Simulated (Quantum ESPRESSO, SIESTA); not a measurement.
# Out-of-plane response of bcc Mo under biaxial strain, QE, PBEsol

Calculated with Quantum ESPRESSO 7.5: PBEsol; plane waves, GBRV 1.5 ultrasoft, 45/270 Ry; k-mesh 10×10×10. The first two cell vectors are strained alike from typed lattice constants; the third vector's length and the atoms are relaxed. The typed cell isn't stress-free: at zero strain the reference's in-plane stress is -5.8 GPa, compression positive.

| in-plane strain (%) | 100 ln(c/c at zero strain) |
| --- | --- |
| -4 | 2.909 |
| -3 | 2.126 |
| -2 | 1.391 |
| -1 | 0.677 |
| 0 | 0 |
| +1 | ? |
| +2 | -1.275 |
| +3 | -1.959 |
| +4 | -2.715 |

**Question.** Fit a second-order form in the logarithmic strain to the rows given and interpolate to the withheld row.

**Working.**

With u = ln[(1 + ε)/(1 + ε0)], counted from the row at ε0 = +0 % where y0 = 0, a second-order form y = y0 + a u + b u² makes v = (y − y0)/u a line in u.

| u | v |
| --- | --- |
| -0.0408220 | -71.2606 |
| -0.0304592 | -69.7983 |
| -0.0202027 | -68.8522 |
| -0.0100503 | -67.3609 |
| 0.0198026 | -64.3854 |
| 0.0295588 | -66.2747 |
| 0.0392207 | -69.2236 |

With n = 7: mean u = -0.00185030, mean v = -68.1651, Σ(u − ū)² = 0.0058835, Σ(u − ū)(v − v̄) = 0.27112. Slope b = 0.27112 / 0.0058835 = 46.081; intercept a = v̄ − b ū = -68.080.

At the withheld row u = 0.009950, v = a + b u = -67.62, and y = y0 + u v.

Prediction at +1: -0.6729. The run gave -0.628, so the fit is low by 0.045 (7.1 % of the value).

The first-order term says that the third edge changes by -0.68 % for each per cent of in-plane stretch at ε0. The second-order term makes up 0.68 % of v at the withheld row. Among the rows given, the largest miss of the fit is at +4, by 0.12 (2.1 % of the range of the table).

Limits: The nuclei are static. The DFT runs use Fermi–Dirac occupations of width 0.1 eV, and energies are free energies. The rows don't follow a smooth parabola (r.m.s. departure 0.7 % of their range), so v is no line in u and the first-order term is poorly fixed; a kink, the k-mesh or scatter of the relaxations can each do this.

[Hosts, paths, dates, database ids (printed as entryN), source tags and the programs' standing remarks are cut or masked in the printed files.]
